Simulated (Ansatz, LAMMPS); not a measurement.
## Amorphous carbon (64 atoms) in motion

Wanted: a short trajectory of amorphous carbon (64 atoms) with its pair distributions.

Main program and level: Ansatz 0.2.0; Kohn-Sham DFT, revPBE, PAW (set soft_2), plane waves.

### Step 1. The structure

The cell holds 64 atoms: 64 C. Cell: a = 7.590 Å, b = 7.590 Å, c = 7.590 Å, α = 90.0°, β = 90.0°, γ = 90.0°. 64 atoms (64 C) placed at random at 2.92 g/cm³, melted at 6000 K for 10 ps at fixed volume with the Tersoff potential (Tersoff, Phys. Rev. B 39, 5566 (1989)). Quenched from 6000 K to 300 K at 100 K/ps and fixed volume, held 5 ps, then minimised at fixed cell.

Before any run, some limits are plain. The quench rate of 100 K/ps is orders of magnitude faster than experiment, which tends to freeze in extra defects. The network of bonds at the start is that of the classical potential that made the cell.

### Step 2. Single point at the start

The forces at the start show how far the geometry lies from a minimum of this functional.

input.yaml reads:

```yaml
crystal:
  lattice:
    - [7.5903, 0.0, 0.0]
    - [0.0, 7.5903, 0.0]
    - [0.0, 0.0, 7.5903]
  atoms:
    - { symbol: C, position: [0.55973, 0.10922, 0.93931] }
    - { symbol: C, position: [0.29919, 0.79324, 0.92402] }
    - { symbol: C, position: [0.97599, 0.12993, 0.47539] }
    - { symbol: C, position: [0.39601, 0.8968, 0.62913] }
    [... 54 atom lines left out ...]
    - { symbol: C, position: [0.86651, 0.23637, 0.91254] }
    - { symbol: C, position: [0.33577, 0.06912, 0.17525] }
    - { symbol: C, position: [0.72585, 0.58107, 0.62176] }
    - { symbol: C, position: [0.73816, 0.47344, 0.27269] }
    - { symbol: C, position: [0.18099, 0.1676, 0.51977] }
    - { symbol: C, position: [0.26288, 0.33995, 0.42984] }
kpoints:
  mp_grid: { grid: [1, 1, 1] }
hamiltonian:
  xc: revpbe
scf:
  occupations: { method: gaussian, width: 0.05 }
output:
  forces: true
```

On the command line:

```bash
> ansatz run input.yaml --threads 4 --pin off --max-ram 8192MiB --backend cpu --events-out ev --progress --plain --runs-dir out
```

Run time: 2 s. Hardware: 4 threads of Arm Neoverse V2, shared host; peak memory 0.54 GiB; 7.2 s of CPU time.

The run gave:

```yaml
free_energy: -16055.7457 eV
free_energy_per_atom: -250.8710 eV/atom
scf_cycles: 9
r_m_s_force_component: 1.429 eV/Å
longest_force: 4.794 eV/Å
fermi_energy: 10.85 eV
```

The r.m.s. force component of 1.4 eV/Å sets the starting point.

Neighbours are counted within 1.85 Å (C-C).

Length of the force by element and coordination:

```tsv
element	coordination	atoms	mean length of the force (eV/Å)	spread	least	most
C	all	64	2.22	1.10	0.446	4.79
C	3	46	2.56	1.07	0.446	4.79
C	4	18	1.35	0.576	0.815	2.83
```

### Step 3. Dynamics started at 600 K

Without a thermostat the total energy must stay constant, which tests forces and time step. The time step is 1.0 fs.

input.yaml: that of step 2 with these lines changed.

```diff
@@ -15 +15,8 @@
   forces: true
+md:
+  timestep: 1.0
+  n_steps: 112
+  ensemble: nve
+  temperature: 600
+  initial_velocities: maxwell_boltzmann
+  seed: 4022
```

It took 2.4 min on 4 threads; peak memory 0.57 GiB; 8.8 min of CPU time.

The program notes that it switched symmetry off.

The trajectory, sampled:

```tsv
time (fs)	T (K)	potential (meV/atom)	conserved (meV/atom)
0.0	600	0.0	0.00
7.0	637	-4.8	-0.08
15.0	791	-24.5	-0.19
22.0	702	-13.0	0.05
30.0	829	-29.2	-0.10
37.0	893	-37.4	-0.14
45.0	1000	-51.0	-0.12
52.0	929	-42.0	-0.08
60.0	1098	-63.7	-0.35
67.0	935	-42.7	-0.07
75.0	1052	-57.7	-0.27
82.0	968	-46.9	-0.05
90.0	1015	-52.9	-0.08
97.0	990	-49.7	-0.09
105.0	1071	-60.1	-0.11
112.0	1131	-67.8	-0.26
```

Mean square displacement from the first frame to the last: C 0.11 Å².

The mean square displacement by time lag:

```tsv
time lag (fs)	mean square displacement (Å²)
1.0	1.9e-4
3.0	0.00167
5.0	0.00448
7.0	0.00835
12.0	0.0202
14.0	0.0250
17.0	0.0315
19.0	0.0353
21.0	0.0386
23.0	0.0415
26.0	0.0453
30.0	0.0496
33.0	0.0523
35.0	0.0539
37.0	0.0553
39.0	0.0566
42.0	0.0583
44.0	0.0594
49.0	0.0622
51.0	0.0634
53.0	0.0647
56.0	0.0669
```

Over the second half of 112 fs the temperature averages 1025 K with swings of 55 K r.m.s. The conserved energy stays within 0.35 meV/atom. The atoms reach a mean square displacement of 0.11 Å² at the end; the farthest move is 1.16 Å. The mean temperature of 1025 K lies well off the 600 K of the input: without a thermostat, the energy that the start releases heats the cell. The count of bonds goes from 105 in the first frame to 105 in the last, by one set of cutoffs: 6 pairs passed out of them and 6 came within. The run spans 0.11 ps, too short for its means to be equilibrium values.

### Step 4. Local order late in the run

The g(r) is a mean over the second half; what follows it is taken at the last frame.

Bonds before and after, by the cutoffs listed below:

```tsv
pair	bonds before	bonds after	mean before (Å)	mean after (Å)	spread before (Å)	spread after (Å)
C-C	105	105	1.507	1.509	0.070	0.092
```

Density 2.92 g/cm³, 6.833 Å³ an atom.

Mean of 16 frames. Pair distribution function in bins of 0.1 Å:

```tsv
r (Å)	total
1.15	0.00
1.25	0.05
1.35	0.95
1.45	2.78
1.55	2.99
1.65	0.94
1.75	0.24
1.85	0.11
1.95	0.10
2.05	0.06
2.15	0.10
2.25	0.42
2.35	1.07
2.45	1.77
2.55	2.01
2.65	1.70
2.75	1.33
2.85	1.02
2.95	0.99
3.05	1.04
3.15	0.96
3.25	0.85
3.35	0.82
3.45	0.90
3.55	0.86
3.65	1.06
3.75	1.21
```

Bonds by pair of elements; cutoffs follow the first minimum of g(r), held within bounds set by covalent radii, and pairs that aren't listed don't count as bonded:

```tsv
pair A-B	cutoff (Å)	bonds	mean length (Å)	spread (Å)	shortest (Å)	B about A	A about B
C-C	1.85	105	1.51	0.092	1.30	3.28	3.28
```

How many atoms have how many bonded neighbours:

```tsv
element	mean	2	3	4
C	3.28	1	44	19
```

Bond angles, per cent of each kind in bins of 5°:

```tsv
angle (°)	C-C-C
50–55	0.8
55–60	0.0
60–65	0.0
65–70	0.0
70–75	0.4
75–80	0.0
80–85	0.8
85–90	0.8
90–95	1.2
95–100	6.1
100–105	8.9
105–110	19.4
110–115	18.2
115–120	17.0
120–125	13.0
125–130	5.3
130–135	4.0
135–140	3.2
140–145	0.8
```

Bond angles (no mean is given where the spread exceeds 20°):

```tsv
angle	count	mean (°)	spread (°)
C-C-C	247	113	12.2
```

Bond length by coordination (bonds to H left out):

```tsv
element	coordination	atoms	mean bond length (Å)
C	2	1	1.50
C	3	44	1.48
C	4	19	1.56
```

Rings of the network by King's shortest-path rule, up to 12 atoms, one path for each pair of neighbours; H, halogens, alkali and alkaline-earth atoms are left out, and the last column divides by all other atoms, bonded or not:

```tsv
ring size (atoms)	rings	per network atom
3	1	0.016
4	1	0.016
5	4	0.062
6	14	0.219
7	13	0.203
8	14	0.219
9	12	0.188
10	6	0.094
11	2	0.031
```

With the cutoffs above, 69 % of C atoms have 3 bonded neighbours. The C-C-C angle averages 113° with a spread of 12°. Read as hybridisation, 30 % of the carbon is sp3 and 69 % sp2. Bonds at C atoms with 3 neighbours average 1.48 Å, against 1.56 Å at those with 4. Rings of 6 and 8 atoms are the most common (21 % each of those counted); sizes run from 3 to 11.

### Step 5. Single point at the last frame

The last frame is solved again with fuller output, to read the electronic structure of a thermally displaced geometry.

input.yaml reads:

```yaml
crystal:
  lattice:
    - [7.5903, 0.0, 0.0]
    - [0.0, 7.5903, 0.0]
    - [0.0, 0.0, 7.5903]
  atoms:
    - { symbol: C, position: [0.55186, 0.10968, 0.93799] }
    - { symbol: C, position: [0.31132, 0.79846, 0.91045] }
    - { symbol: C, position: [0.93664, 0.14516, 0.43621] }
    - { symbol: C, position: [0.40998, 0.93393, 0.62964] }
    [... 54 atom lines left out ...]
    - { symbol: C, position: [0.85056, 0.23213, 0.93553] }
    - { symbol: C, position: [0.35624, 0.06665, 0.16902] }
    - { symbol: C, position: [0.71718, 0.59379, 0.61022] }
    - { symbol: C, position: [0.69421, 0.42421, 0.2268] }
    - { symbol: C, position: [0.17987, 0.16218, 0.51584] }
    - { symbol: C, position: [0.23644, 0.32378, 0.43822] }
kpoints:
  mp_grid: { grid: [2, 2, 2] }
hamiltonian:
  xc: revpbe
scf:
  occupations: { method: gaussian, width: 0.05 }
output:
  forces: true
  stress: true
  populations: true
  dos:
    method: { smearing: { sigma: 0.1 } }
    de: 0.1
    projected: { site_lists: { C: [C] } }
  eigenvalues: true
  write_density: true
  write_potential: true
  volumetric_format: npy
  elf: true
```

Run time: 23 s. Hardware: 4 threads; peak memory 2.1 GiB; 91 s of CPU time.

Numbers from this run:

```
free energy                             : -16061.2495 eV
free energy per atom                    : -250.9570 eV/atom
SCF cycles                              : 10
pressure                                : 5.203 GPa
r.m.s. force component                  : 1.613 eV/Å
longest force                           : 6.028 eV/Å
Fermi energy                            : 10.82 eV
levels partly filled by over 2 per cent : 4
spilling of the projection              : 0.006202
```

Neighbours are counted within 1.85 Å (C-C), the cutoffs taken from the dynamics.

Length of the force by element and coordination:

```tsv
element	coordination	atoms	mean length of the force (eV/Å)	spread	least	most
C	all	64	2.58	1.08	0.778	6.03
C	2	1	2.03	0	2.03	2.03
C	3	44	2.69	1.12	0.778	6.03
C	4	19	2.34	0.965	0.957	4.68
```

The mean of these charges, 0.025 e, is only the charge that the projection spills.

Löwdin charges by element and coordination (they lack the spilled electrons, 0.025 e an atom on average):

```tsv
element	coordination	atoms	mean charge (e)	spread	least	most
C	all	64	0.0248	0.0241	-0.0406	0.0916
C	2	1	-0.0346	0	-0.0346	-0.0346
C	3	44	0.0197	0.0247	-0.0406	0.0916
C	4	19	0.0397	0.0084	0.0174	0.0511
```

Density of states as counts of states in windows of 1 eV (from the Fermi level), total and the larger projections:

```tsv
from (eV)	to (eV)	total	C p	C s
-14	-13	9.6	5.2	4.4
-13	-12	10.7	6.6	4.0
-12	-11	10.8	7.3	3.4
-11	-10	11.7	8.9	2.7
-10	-9	15.1	12.4	2.6
-9	-8	16.5	14.2	2.1
-8	-7	18.7	16.7	1.9
-7	-6	20.3	18.6	1.5
-6	-5	21.6	20.3	1.3
-5	-4	17.6	16.6	0.9
-4	-3	16.3	15.4	0.8
-3	-2	11.1	10.4	0.6
-2	-1	10.1	9.5	0.5
-1	0	8.3	7.7	0.5
0	1	7.3	6.7	0.5
1	2	9.0	8.0	0.8
2	3	10.3	8.8	1.2
3	4	11.1	9.2	1.4
4	5	10.3	7.8	1.8
```

Between -22 and -14 eV lie 57 more states.

The levels nearest the highest filled one (over half full), pooled over k-points and spins:

```tsv
level less the highest filled one (eV)	occupation
-0.135	2
-0.0893	2.00
-0.072	1.99
-0.0609	1.98
-0.0374	1.92
0	1.51
0.0605	0.308
0.0629	0.277
0.118	0.008
0.210	0
0.211	0
0.211	0
```

Löwdin charges run from -0.04 to +0.09 e, about a mean that is the spilled charge alone. Within 0.4 eV of the Fermi level the largest share is C p (93 % of the projected weight).

### Step 6. What came out

| Item | Value |
| --- | --- |
| mean temperature, second half | 1025 K |
| temperature swing, second half | 55.07 K |
| slope of the conserved energy against time, by least squares | -1.007 meV/atom/ps |
| free energy per atom | -250.9570 eV/atom |
| pressure | 5.203 GPa |
| r.m.s. force component | 1.613 eV/Å |
| wall time of the 3 DFT runs | 2.8 min |

**Reading.** Over the second half of 112 fs the temperature averages 1025 K with swings of 55 K r.m.s. The conserved energy stays within 0.35 meV/atom. The mean temperature of 1025 K lies well off the 600 K of the input: without a thermostat, the energy that the start releases heats the cell. The count of bonds goes from 105 in the first frame to 105 in the last, by one set of cutoffs: 6 pairs passed out of them and 6 came within. The run spans 0.11 ps, too short for its means to be equilibrium values. With the cutoffs above, 69 % of C atoms have 3 bonded neighbours. Read as hybridisation, 30 % of the carbon is sp3 and 69 % sp2.

Counting bands leaves a spacing of only 0.060 eV (on the run's k-points), which the smearing bridges: 4 levels are partly filled by over 2 %, so a gap, if any, is small at this level.

What to keep in mind: The starting topology of bonds comes from the classical model; in DFT 6 of its 105 bonded pairs passed out of the cutoffs and 6 came within them. The stress is far from hydrostatic: its diagonal is 8.0, 6.3, 1.3 GPa, compression counted positive. The dynamics ran on a 1×1×1 mesh and the single point on 2×2×2, so their forces and energies differ by that too. The pressure of 5.2 GPa is that of one thermal frame at a volume set beforehand, without the kinetic term.

[Logs are printed without paths, hosts, clocks, repeated set-up lines and the standing remarks that a program may print on its own settings, such as how far it seeks lower states.]

[Hosts, paths, dates, database ids (printed as entryN), source tags and the programs' standing remarks are cut or masked in the printed files.]
